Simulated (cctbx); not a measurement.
# Lattice, Laue class and space group of a new crystal

Cell: a = 7.8000 Å, b = 7.8000 Å, c = 5.1630 Å, α = 90.00°, β = 90.00°, γ = 90.00°. Expected content of the cell: Te8 Mn4 Ca2.

The data are simulated with cctbx, not measured: Ag Kα, λ = 0.56087 Å, to d = 0.77 Å, 95 % of the full sphere, strongest reflection 20000 counts, noise from counting, a 3 % proportional error and a noise floor of 8 counts (s.d.); no absorption, some extinction.

Tests on the unmerged data give:

```text
2793 reflections to d = 0.770 A
centring   violations  <I/sigma> of those
    A        602 of  1407      8.9
    B        610 of  1416      8.9
    C        588 of  1405      8.7
    I          0 of  1430      0.0
    R        807 of  1857      8.9
    F        900 of  2114      8.8
Laue class    unique    Rint  (classes that these axes allow; Friedel mates merged)
I 1 2/m 1         389   0.571
I 1 1 2/m         401   0.027
I 2/m 1 1         389   0.571
I m m m           230   0.571
I 4/m             202   0.029
I 4/m m m         127   0.572
space group    extra absences  I>4sigma  <I/sigma>
I 4                     0          0         -  acentric
I -4                    0          0         -  acentric
I 4/m                   0          0         -  centric
Wilson B = 1.20 A^2   <|E^2-1|> = 0.834 (0.968 centric, 0.736 acentric)   E^2>4: 1.5 %
shell (A)         n   <I/sigma>
 5.52 - 1.53     27     49.9
 1.53 - 1.22     28     45.5
 1.22 - 1.07     25     53.5
 1.07 - 0.97     24     41.6
 0.97 - 0.90     26     37.3
 0.90 - 0.85     21     40.7
 0.85 - 0.81     27     39.3
 0.81 - 0.77     24     35.3
```

Q: Read the symmetry from these tables.

The reflections that I centring forbids are absent (⟨I/σ⟩ near 0), so the lattice is I.

Rint stays low (0.027 to 0.029) up to I 4/m and is 0.571 or more in the other classes.

3 settings pass the absence test. No glide or screw absences show, which leaves I 4, I -4 and I 4/m.

⟨|E²−1|⟩ = 0.834 lies between the two ideal values. The Wilson B of 1.20 Å² means U ≈ 0.0152 Å².

The true group is I4/m (no. 87), Laue class 4/m, centrosymmetric. The tables only narrow the choice to the tied entries; cell content, site symmetry and trial solutions must settle it.

The model is made up (kin elements in a known structure type, no relaxation), so it says nothing on whether the phase exists.

[Logs are printed without paths, hosts, clocks, repeated set-up lines and the standing remarks that a program may print on its own settings, such as how far it seeks lower states.]
